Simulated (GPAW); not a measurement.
# Ballistic transport through an Al chain with one Zn atom in line, cheap and dear

Aim: T(E), conductance and thermopower of an Al chain with one Zn atom in line, and what cheaper settings cost in accuracy.

Method: GPAW LCAO, PAW setups; Landauer transmission from Green's functions with principal layers (ASE), zero bias, in GPAW 26.7.0.

**1. The structure**

The cell holds 13 atoms: 12 Al and 1 Zn. Cell: a = 9.000 Å, b = 9.000 Å, c = 31.393 Å, α = 90.0°, β = 90.0°, γ = 90.0°. Regions: left lead, 6 atoms (6 Al); channel, 1 atom (1 Zn); right lead, 6 atoms (6 Al). Vacuum lies along a and b. The structure is stacked along c, and the current runs across the ab planes.

**2. Double-zeta polarised basis**

The script solves lead and junction separately, takes H and S in the orbital basis, and joins semi-infinite leads through their self-energies; the dzp basis is the working standard.

File run.py:

```python
import json
import numpy as np
from ase import Atoms
from ase.transport.calculators import TransportCalculator
from gpaw import GPAW, FermiDirac
from gpaw.lcao.tools import get_lcao_hamiltonian
from scipy.linalg import eigh

# The junction with lead layers at both ends, along the third cell vector
device = Atoms(
    ['Al', 'Al', 'Al', 'Al', 'Al', 'Al', 'Zn', 'Al', 'Al', 'Al', 'Al', 'Al', 'Al'],
    positions=[
        [4.50000, 4.50000, 1.20000],
        [4.50000, 4.50000, 3.60000],
        [4.50000, 4.50000, 6.00000],
        [4.50000, 4.50000, 8.40000],
        [4.50000, 4.50000, 10.80000],
        [4.50000, 4.50000, 13.20000],
        [4.50000, 4.50000, 15.69640],
        [4.50000, 4.50000, 18.19280],
        [4.50000, 4.50000, 20.59280],
        [4.50000, 4.50000, 22.99280],
        [4.50000, 4.50000, 25.39280],
        [4.50000, 4.50000, 27.79280],
        [4.50000, 4.50000, 30.19280]],
    cell=[[9.0, 0.0, 0.0], [0.0, 9.0, 0.0], [0.0, 0.0, 31.3928]],
    pbc=True)

# One principal layer of the lead: the first 4 atoms of the device
lead = Atoms(
    ['Al', 'Al', 'Al', 'Al'],
    positions=[
        [4.50000, 4.50000, 1.20000],
        [4.50000, 4.50000, 3.60000],
        [4.50000, 4.50000, 6.00000],
        [4.50000, 4.50000, 8.40000]],
    cell=[[9.0, 0.0, 0.0], [0.0, 9.0, 0.0], [0.0, 0.0, 9.6]],
    pbc=True)

settings = dict(mode='lcao', basis='dzp', xc='PBE', h=0.2,
                occupations=FermiDirac(0.1), maxiter=250,
                mixer=dict(beta=0.1, nmaxold=8, weight=100.0),
                convergence=dict(density=0.0001))
energies = np.arange(-2, 2 + 1e-9, 0.05)
eta = 0.0001
n1, n2 = 1, 1
# k and -k transmit alike, so half of the mesh across the current serves
mesh = [(i, j) for i in range(n1) for j in range(n2) if (i, j) <= (-i % n1, -j % n2)]
weights = np.array([1 if (i, j) == (-i % n1, -j % n2) else 2 for i, j in mesh]) / (n1 * n2)

# [... helper functions left out ...]
fermi_lead = ground_state(lead, (1, 1, 12), 'lead.txt')
fermi_device = ground_state(device, (1, 1, 3), 'device.txt')
# [... loop over the mesh left out, but for ...]
        # Shift the lead onto the potential of the device's first layer
        shift = ((H[:, 0, 0] - H0[:, 0, 0]) / S0[0, 0]).real.mean()
# [...]
kT = 8.617333e-5 * 500
bias = [0.1, 0.2, 0.5, 1.0, 1.5, 2.0]
# [... integrals and printing left out ...]
```

Command:

```
> OMP_NUM_THREADS=1 OPENBLAS_NUM_THREADS=1 python run.py
```

The program printed:

```text
basis functions: device 177, principal layer 52
Fermi level: lead -3.1259 eV, device -3.0516 eV; lead shifted by 0.0049 eV
largest coupling past the next layer 1.42e-15 eV, largest misfit of the first layer 0.035 eV
  E-E_F (eV)   T (one spin)  [channel counts left out]
    -2.000    9.0599e-01
    -1.950    8.9666e-01
    -1.900    8.8620e-01
    -1.850    8.7434e-01
    -1.800    8.6077e-01
    -1.750    8.4502e-01
    -1.700    8.2646e-01
    -1.650    8.0417e-01
    -1.600    7.7676e-01
    -1.550    7.4205e-01
    -1.500    6.9642e-01
    -1.450    6.3329e-01
    -1.400    5.3956e-01
    -1.350    3.8449e-01
    -1.300    7.5513e-02
    -1.250    7.5383e-07
[...]
1.650    2.6540e+00
     1.700    2.6745e+00
     1.750    2.6944e+00
     1.800    2.7135e+00
     1.850    2.7319e+00
     1.900    2.7496e+00
     1.950    2.7666e+00
     2.000    2.7828e+00
conductance at 500 K: 1.1498 G0 a cell; thermopower -7.054 uV/K
current from the zero-bias T(E) at 0.1 V: 8.8754 uA
current from the zero-bias T(E) at 0.2 V: 17.55 uA
current from the zero-bias T(E) at 0.5 V: 40.577 uA
current from the zero-bias T(E) at 1.0 V: 66.063 uA
current from the zero-bias T(E) at 1.5 V: 88.14 uA
current from the zero-bias T(E) at 2.0 V: 118.44 uA
```

The job ended after 48 s (1 thread of Arm Neoverse V2, shared host; peak memory 1.1 GiB).

This step gave:

- conductance: 1.150 G₀
- thermopower: -7.054 μV/K
- largest coupling past the next principal layer: 1.42e-15 eV
- largest misfit of the first principal layer: 0.03474 eV
- shift that aligns the lead: 0.004925 eV
- basis functions of the junction: 177
- basis functions of a principal layer: 52
- transmission at the Fermi level (one spin): 1.184

One spin. Transmission, zone mean against energy, zero at the Fermi level:

```tsv
energy (eV)	transmission, zone mean
-2.00	0.906
-1.85	0.874
-1.70	0.826
-1.60	0.777
-1.45	0.633
-1.30	0.0755
-1.15	7.7e-8
-1.05	2.8e-9
-0.90	2.6e-10
-0.75	7.8e-11
-0.60	4.4e-11
-0.50	3.7e-11
-0.35	0.227
-0.20	0.803
-0.05	1.15
0.00	1.18
0.05	1.19
0.20	1.14
0.35	1.10
0.50	1.10
0.60	1.12
0.75	1.18
0.90	1.26
1.05	2.34
1.15	2.40
1.30	2.49
1.45	2.56
1.60	2.63
1.70	2.67
1.85	2.73
2.00	2.78
```

Not self-consistent under bias; the bias window is split evenly. Current through one cell, from the zero-bias transmission against bias:

```tsv
bias (V)	current through one cell, from the zero-bias transmission (μA)
0.100	8.88
0.200	17.6
0.500	40.6
1.000	66.1
1.500	88.1
2.000	118
```

Table of transmission of the three most open eigenchannels by energy, zero at the Fermi level:

```tsv
energy (eV)	channel 1	channel 2	channel 3
-2.00	0.906	3.4e-11	0
-1.90	0.886	3.4e-11	0
-1.80	0.861	3.3e-11	0
-1.70	0.826	3.3e-11	0
-1.55	0.742	3.2e-11	0
-1.45	0.633	3.2e-11	0
-1.35	0.384	3.1e-11	0
-1.25	7.5e-7	3.1e-11	0
-1.15	7.7e-8	3.0e-11	0
-1.05	2.7e-9	3.0e-11	0
-0.90	2.3e-10	3.1e-11	0
-0.80	7.1e-11	3.5e-11	0
-0.70	3.1e-11	3.1e-11	0
-0.60	2.2e-11	2.2e-11	0
-0.50	1.8e-11	1.8e-11	0
-0.40	6.8e-8	6.8e-8	1.6e-11
-0.25	0.305	0.305	1.4e-11
-0.15	0.483	0.483	1.3e-11
-0.05	0.576	0.576	1.3e-11
0.00	0.592	0.592	1.2e-11
0.05	0.595	0.595	1.2e-11
0.15	0.582	0.582	1.2e-11
0.25	0.562	0.562	1.3e-11
0.40	0.546	0.546	1.7e-11
0.50	0.548	0.548	2.7e-11
0.60	0.559	0.559	6.8e-11
0.70	0.578	0.578	5.2e-10
0.80	0.603	0.603	4.9e-9
0.90	0.632	0.632	7.1e-7
1.05	0.990	0.677	0.677
1.15	0.989	0.707	0.707
1.25	0.988	0.736	0.736
1.35	0.987	0.764	0.764
1.45	0.986	0.789	0.789
1.55	0.984	0.813	0.813
1.70	0.983	0.846	0.846
1.80	0.982	0.866	0.866
1.90	0.981	0.884	0.884
2.00	0.981	0.901	0.901
```

Couplings past the next layer reach 1.4e-15 eV, small enough to drop; the matrix elements of the cell's first layer differ from the bulk lead's by up to 0.035 eV. That layer keeps its own values in the calculation, and only beyond it is the lead taken as perfect. The Fermi levels of lead and junction count from different zeros of potential, one for each periodic cell; with both set to zero, the small remaining shift is what aligns them. By hand: G = 1.150 × 77.48 μS = 89.1 μS, a resistance of 11.2 kΩ; at 0.1 V a linear junction would pass 8.91 μA, and the integral over the bias window gives 8.88 μA. Mott's formula, S = -(π²/3)(k_B²T/e) d ln T/dE, has the prefactor 12.2 μV/K·eV at 500 K; T = 1.152 at -0.05 eV and 1.190 at 0.05 eV give a slope of 0.331 per eV and S = -4.05 μV/K, beside -7.05 μV/K from the thermal integral, which interpolates the same grid.

**3. GPAW, szp: basis = "szp(dzp)"**

The second zeta is dropped, the polarisation orbitals stay.

run.py, as its differences from that of step 2:

```diff
@@ -39,3 +39,3 @@
 
-settings = dict(mode='lcao', basis='dzp', xc='PBE', h=0.2,
+settings = dict(mode='lcao', basis='szp(dzp)', xc='PBE', h=0.2,
                 occupations=FermiDirac(0.1), maxiter=250,
```

The program printed:

```text
basis functions: device 120, principal layer 36
Fermi level: lead -3.5823 eV, device -3.4635 eV; lead shifted by 0.0055 eV
largest coupling past the next layer 1.49e-15 eV, largest misfit of the first layer 0.041 eV
  E-E_F (eV)   T (one spin)  [channel counts left out]
    -2.000    9.1646e-01
    -1.950    9.0634e-01
    -1.900    8.9467e-01
    -1.850    8.8103e-01
    -1.800    8.6482e-01
    -1.750    8.4522e-01
    -1.700    8.2093e-01
    -1.650    7.8997e-01
    -1.600    7.4898e-01
    -1.550    6.9188e-01
    -1.500    6.0641e-01
    -1.450    4.6354e-01
    -1.400    1.7393e-01
    -1.350    1.1711e-06
    -1.300    3.8541e-05
    -1.250    7.5689e-08
[...]
1.650    2.6402e+00
     1.700    2.6622e+00
     1.750    2.6835e+00
     1.800    2.7041e+00
     1.850    2.7239e+00
     1.900    2.7430e+00
     1.950    2.7614e+00
     2.000    2.7789e+00
conductance at 500 K: 1.0945 G0 a cell; thermopower -7.056 uV/K
current from the zero-bias T(E) at 0.1 V: 8.4456 uA
current from the zero-bias T(E) at 0.2 V: 16.685 uA
current from the zero-bias T(E) at 0.5 V: 38.335 uA
current from the zero-bias T(E) at 1.0 V: 61.957 uA
current from the zero-bias T(E) at 1.5 V: 84.17 uA
current from the zero-bias T(E) at 2.0 V: 123.09 uA
```

The job ended after 32 s (1 thread; peak memory 1 GiB).

Numbers from this step:

```yaml
conductance: 1.095 G₀
thermopower: -7.056 μV/K
largest_coupling_past_the_next_principal_layer: 1.49e-15 eV
largest_misfit_of_the_first_principal_layer: 0.04137 eV
shift_that_aligns_the_lead: 0.005465 eV
basis_functions_of_the_junction: 120
basis_functions_of_a_principal_layer: 36
transmission_at_the_fermi_level_one_spin: 1.130
```

One spin. Transmission, zone mean against energy, zero at the Fermi level:

```tsv
energy (eV)	transmission, zone mean
-2.00	0.916
-1.90	0.895
-1.80	0.865
-1.70	0.821
-1.55	0.692
-1.45	0.464
-1.35	1.2e-6
-1.25	7.6e-8
-1.15	2.8e-9
-1.05	4.5e-10
-0.90	7.9e-11
-0.80	3.6e-11
-0.70	1.9e-11
-0.60	1.2e-11
-0.50	9.0e-12
-0.40	4.2e-10
-0.25	0.550
-0.15	0.912
-0.05	1.10
0.00	1.13
0.05	1.13
0.15	1.10
0.25	1.06
0.40	1.03
0.50	1.03
0.60	1.05
0.70	1.09
0.80	2.13
0.90	2.21
1.05	2.31
1.15	2.37
1.25	2.43
1.35	2.49
1.45	2.54
1.55	2.59
1.70	2.66
1.80	2.70
1.90	2.74
2.00	2.78
```

Not self-consistent under bias; the bias window is split evenly. The current through one cell, from the zero-bias transmission by bias:

```tsv
bias (V)	current through one cell, from the zero-bias transmission (μA)
0.100	8.45
0.200	16.7
0.500	38.3
1.000	62.0
1.500	84.2
2.000	123
```

Transmission of the three most open eigenchannels against energy, zero at the Fermi level:

```tsv
energy (eV)	channel 1	channel 2	channel 3
-2.00	0.916	0	0
-1.90	0.895	0	0
-1.80	0.865	0	0
-1.70	0.821	0	0
-1.55	0.692	0	0
-1.45	0.464	0	0
-1.35	1.2e-6	0	0
-1.25	7.6e-8	0	0
-1.15	2.8e-9	0	0
-1.05	4.5e-10	0	0
-0.90	7.9e-11	0	0
-0.80	3.6e-11	0	0
-0.70	1.9e-11	0	0
-0.60	1.2e-11	0	0
-0.50	8.8e-12	0	0
-0.40	2.1e-10	2.1e-10	7.2e-12
-0.25	0.275	0.275	6.4e-12
-0.15	0.456	0.456	6.8e-12
-0.05	0.550	0.550	8.1e-12
0.00	0.565	0.565	9.3e-12
0.05	0.566	0.566	1.1e-11
0.15	0.551	0.551	1.7e-11
0.25	0.530	0.530	3.0e-11
0.40	0.513	0.513	1.0e-10
0.50	0.515	0.515	3.5e-10
0.60	0.527	0.527	2.1e-9
0.70	0.547	0.547	5.1e-8
0.80	0.987	0.574	0.574
0.90	0.998	0.605	0.605
1.05	0.998	0.655	0.655
1.15	0.997	0.688	0.688
1.25	0.996	0.719	0.719
1.35	0.995	0.748	0.748
1.45	0.994	0.775	0.775
1.55	0.993	0.800	0.800
1.70	0.992	0.835	0.835
1.80	0.992	0.856	0.856
1.90	0.991	0.876	0.876
2.00	0.991	0.894	0.894
```

The conductance, 1.09 G₀, lies 4.8 % below that of the dzp run.

**4. GPAW, sz: basis = "sz(dzp)"**

One function for each valence shell of the setup, as for a first survey of a large system.

run.py, as its differences from that of step 3:

```diff
@@ -39,3 +39,3 @@
 
-settings = dict(mode='lcao', basis='szp(dzp)', xc='PBE', h=0.2,
+settings = dict(mode='lcao', basis='sz(dzp)', xc='PBE', h=0.2,
                 occupations=FermiDirac(0.1), maxiter=250,
```

The program printed:

```text
basis functions: device 57, principal layer 16
Fermi level: lead -3.8293 eV, device -3.7052 eV; lead shifted by 0.0085 eV
largest coupling past the next layer 9.58e-16 eV, largest misfit of the first layer 0.051 eV
  E-E_F (eV)   T (one spin)  [channel counts left out]
    -2.000    7.0739e-01
    -1.950    6.5848e-01
    -1.900    5.9422e-01
[...]
1.950    2.4953e+00
     2.000    2.5101e+00
conductance at 500 K: 1.0288 G0 a cell; thermopower -5.936 uV/K
current from the zero-bias T(E) at 0.1 V: 7.9389 uA
current from the zero-bias T(E) at 0.2 V: 15.686 uA
current from the zero-bias T(E) at 0.5 V: 36.138 uA
current from the zero-bias T(E) at 1.0 V: 58.897 uA
current from the zero-bias T(E) at 1.5 V: 86.371 uA
current from the zero-bias T(E) at 2.0 V: 125.58 uA
```

Wall time 21 s (1 thread); peak memory 0.93 GiB.

Numbers from this step:

| Item | Value |
| --- | --- |
| conductance | 1.029 G₀ |
| thermopower | -5.936 μV/K |
| largest coupling past the next principal layer | 9.58e-16 eV |
| largest misfit of the first principal layer | 0.05127 eV |
| shift that aligns the lead | 0.008499 eV |
| basis functions of the junction | 57 |
| basis functions of a principal layer | 16 |
| transmission at the Fermi level (one spin) | 1.062 |

The conductance, 1.03 G₀, lies 11 % below that of the dzp run.

**5. LDA in the dzp basis: xc = "LDA"**

Back in the dzp basis, the functional changes from PBE to LDA, to set the spread between functionals beside that between bases.

run.py, as its differences from that of step 4:

```diff
@@ -39,3 +39,3 @@
 
-settings = dict(mode='lcao', basis='sz(dzp)', xc='PBE', h=0.2,
+settings = dict(mode='lcao', basis='dzp', xc='LDA', h=0.2,
                 occupations=FermiDirac(0.1), maxiter=250,
```

The program printed:

```text
basis functions: device 177, principal layer 52
Fermi level: lead -3.2559 eV, device -3.1919 eV; lead shifted by 0.0049 eV
largest coupling past the next layer 1.29e-15 eV, largest misfit of the first layer 0.033 eV
  E-E_F (eV)   T (one spin)  [channel counts left out]
    -2.000    8.9873e-01
    -1.950    8.8983e-01
    -1.900    8.7988e-01
[...]
1.950    2.8016e+00
     2.000    2.8160e+00
conductance at 500 K: 1.1871 G0 a cell; thermopower -7.433 uV/K
current from the zero-bias T(E) at 0.1 V: 9.1641 uA
current from the zero-bias T(E) at 0.2 V: 18.127 uA
current from the zero-bias T(E) at 0.5 V: 41.987 uA
current from the zero-bias T(E) at 1.0 V: 68.642 uA
current from the zero-bias T(E) at 1.5 V: 92.323 uA
current from the zero-bias T(E) at 2.0 V: 130.28 uA
```

It took 38 s on 1 thread; peak memory 1.1 GiB.

This step gave:

```
conductance                                    : 1.187 G₀
thermopower                                    : -7.433 μV/K
largest coupling past the next principal layer : 1.29e-15 eV
largest misfit of the first principal layer    : 0.03309 eV
shift that aligns the lead                     : 0.004868 eV
basis functions of the junction                : 177
basis functions of a principal layer           : 52
transmission at the Fermi level (one spin)     : 1.221
```

The conductance, 1.19 G₀, lies 3.2 % above that of the dzp run.

**6. The ladder**

Times are for 1 thread of Arm Neoverse V2, shared host. The runs compared:

```tsv
no.	run	conductance (G₀)	time	memory (GiB)
1	dzp	1.150	48 s	1.1
2	szp	1.095	32 s	1.0
3	sz	1.029	21 s	0.93
4	dzp LDA	1.187	38 s	1.1
```

**7. Comparison**

The curves are compared point by point over the common energies.

This step: comparison of transmission and cost over codes and levels (GPAW 26.7.0).

Ladder, by row:

```tsv
step	code	T at the Fermi level (sum over the listed spins)	conductance (G0)	r.m.s. T(E) from the first	wall time (s)	peak memory (GiB)	threads
dzp	GPAW	1.184	1.15	0	47.99	1.05	1
szp	GPAW	1.13	1.095	0.1948	31.61	1.03	1
sz	GPAW	1.062	1.029	0.3519	21.03	0.93	1
dzp-LDA	GPAW	1.221	1.187	0.1645	38.29	1.05	1
```

Table of transmission, zone mean, sum over the listed spins by energy, zero at the Fermi level:

```tsv
energy (eV)	dzp	szp	sz	dzp-LDA
-2.00	0.906	0.916	0.707	0.899
-1.85	0.874	0.881	0.506	0.869
-1.70	0.826	0.821	4.4e-7	0.824
-1.50	0.696	0.606	7.9e-9	0.702
-1.35	0.384	1.2e-6	3.3e-10	0.415
-1.20	9.3e-4	1.0e-8	5.7e-11	1.6e-4
-1.05	2.8e-9	4.5e-10	1.8e-11	3.4e-9
-0.90	2.6e-10	7.9e-11	8.2e-12	3.1e-10
-0.70	6.1e-11	1.9e-11	4.4e-12	7.1e-11
-0.55	3.9e-11	1.0e-11	3.8e-12	4.4e-11
-0.40	1.4e-7	4.2e-10	0.0721	1.7e-7
-0.25	0.611	0.550	0.545	0.630
-0.10	1.08	1.03	0.977	1.11
0.00	1.18	1.13	1.06	1.22
0.10	1.18	1.12	1.04	1.22
0.25	1.12	1.06	0.977	1.17
0.40	1.09	1.03	0.936	1.15
0.55	1.10	1.04	0.935	1.16
0.70	1.16	1.09	1.93	1.22
0.90	1.26	2.21	2.05	2.30
1.05	2.34	2.31	2.13	2.40
1.20	2.43	2.40	2.21	2.49
1.35	2.51	2.49	2.28	2.57
1.50	2.59	2.57	2.34	2.64
1.70	2.67	2.66	2.42	2.72
1.85	2.73	2.72	2.47	2.77
2.00	2.78	2.78	2.51	2.82
```

**8. Functional PBEsol**

The functional moves levels against the Fermi level.

This step: GPAW LCAO, PAW setups; Landauer transmission from Green's functions with principal layers (ASE), zero bias (GPAW 26.7.0).

run.py, as its differences from that of step 5:

```diff
@@ -39,3 +39,3 @@
 
-settings = dict(mode='lcao', basis='dzp', xc='LDA', h=0.2,
+settings = dict(mode='lcao', basis='dzp', xc='PBEsol', h=0.2,
                 occupations=FermiDirac(0.1), maxiter=250,
```

The program printed:

```text
FileNotFoundError: Could not find required PAW dataset file "Al.PBEsol".
```

Run time: 0.62 s. Hardware: 1 thread; peak memory 0.1 GiB.

The program refused the input before any cycle.

The program's message: “FileNotFoundError: Could not find required PAW dataset file "Al.PBEsol".”

**9. Another change of settings**

A last run, with other settings again.

run.py, as its differences from that of step 8:

```diff
@@ -39,4 +39,4 @@
 
-settings = dict(mode='lcao', basis='dzp', xc='PBEsol', h=0.2,
-                occupations=FermiDirac(0.1), maxiter=250,
+settings = dict(mode='lcao', basis='dzp', xc='PBE0', h=0.2,
+                occupations=FermiDirac(0.1), maxiter=100,
                 mixer=dict(beta=0.1, nmaxold=8, weight=100.0),
```

The program printed:

```text
gpaw.dft.LegacyGPAWError
```

Run time: 0.75 s. Hardware: 1 thread; peak memory 0.16 GiB.

The input was rejected at the start.

The fault put into the input: an unknown or unserved functional (xc = "PBE0").

**10. Summary of results**

```yaml
conductance: 1.15 G₀
transmission_at_the_fermi_level_mean_of_the_spins: 1.18
thermopower: -7.05 μV/K
```

What this shows: In the dzp basis the junction conducts 1.15 G₀ at 500 K, with T = 1.18 a spin at the Fermi level; the szp basis reaches that conductance within 10 %. At the Fermi level two eigenchannels carry the current (0.59 and 0.59). The negative thermopower says that the thermally weighted transmission is larger above the Fermi level, as for electron-like transport. Measured against the first run (dzp), the nearest curve is that of dzp-LDA (r.m.s. 0.16) and the farthest that of sz (0.35). Over the compared runs wall time goes from 21 s (sz) to 48 s (dzp), on a shared host. The geometry was built from estimated bond lengths and not relaxed, so the numbers describe this model structure. An evenly spaced straight chain is an idealisation: free chains tend to dimerise, zigzag or, where a band edge lies near the Fermi level, turn magnetic. The currents use the zero-bias T(E) throughout, which holds only while the bias is small against the distance to the nearest feature.

[Logs are printed without paths, hosts, clocks, repeated set-up lines and the standing remarks that a program may print on its own settings, such as how far it seeks lower states.]

[Hosts, paths, dates, database ids (printed as entryN), source tags and the programs' standing remarks are cut or masked in the printed files.]
